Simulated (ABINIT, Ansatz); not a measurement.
An input for ABINIT 10.8.3 (VBiO4 (Clinobisvanite)):

```
acell 3*1.0 Angstrom
rprim 
  3.623583094700 -5.848600000000 -0.000000000000
  3.623583094700 5.848600000000 0.000000000000
  -3.550011012700 0.000000000000 3.647394391800
ntypat 3
znucl 23 83 8
natom 12
typat 1 1 2 2 3 3 3 3 3 3 3 3
xred 
  0.870000000000 0.130000000000 0.750000000000
  0.130000000000 0.870000000000 0.250000000000
  0.366500000000 0.633500000000 0.750000000000
  0.633500000000 0.366500000000 0.250000000000
  0.938300000000 0.354700000000 0.638800000000
  0.645300000000 0.061700000000 0.861200000000
  0.061700000000 0.645300000000 0.361200000000
  0.354700000000 0.938300000000 0.138800000000
  0.811300000000 0.709900000000 0.879600000000
  0.290100000000 0.188700000000 0.620400000000
  0.188700000000 0.290100000000 0.120400000000
  0.709900000000 0.811300000000 0.379600000000
pp_dirpath "pseudos"
pseudos "V.upf, Bi.upf, O.upf"
ecut 42
ngkpt 2 2 4
nshiftk 1
shiftk 0 0 0
kptopt 1
chksymbreak 0
istwfk *1
occopt 1
irdwfk 1
optdriver 4
nband 311
gwcalctyp 0
ecutsigx 42
symsigma 1
nkptgw 4
kptgw 
  0.0000000000 0.0000000000 0.2500000000
  0.5000000000 0.0000000000 0.5000000000
  0.5000000000 0.0000000000 0.0000000000
  0.0000000000 0.0000000000 0.0000000000
bdgw 
  59 62
  59 62
  59 62
  59 62
ecuteps 6.5
irdscr 1
ppmodel 1
indata_prefix "in"
outdata_prefix "out"
tmpdata_prefix "tmp"
```

```sh
OMP_NUM_THREADS=1 mpirun -n 16 abinit run.abi > log
```

**Question.** Estimate wall time and host memory on 16 MPI ranks of Arm Neoverse N1, shared host.

It took 4.7 min; on shared hardware allow 2.4 min to 9.5 min. Peak host memory was 11 GiB.

[Paths, hosts, dates, memory and timing lines, banners, echoed tables and standing remarks are left out of the program output.]

[Logs are printed without paths, hosts, clocks, repeated set-up lines and the standing remarks that a program may print on its own settings, such as how far it seeks lower states.]

[Runs of the session that timed out or met a known fault of the program may be left out.]

[Hosts, paths, dates, database ids (printed as entryN), source tags and the programs' standing remarks are cut or masked in the printed files.]

[G0W0 gaps are taken among the corrected bands and points alone; a level outside them can change the order at an edge.]

[Where Ansatz stands beside ABINIT at settings called matched, ABINIT's density can come from a denser mesh and the files from another edition; pairs whose starting gaps differed by over 0.03 eV were left out, so agreement reads better than it is.]
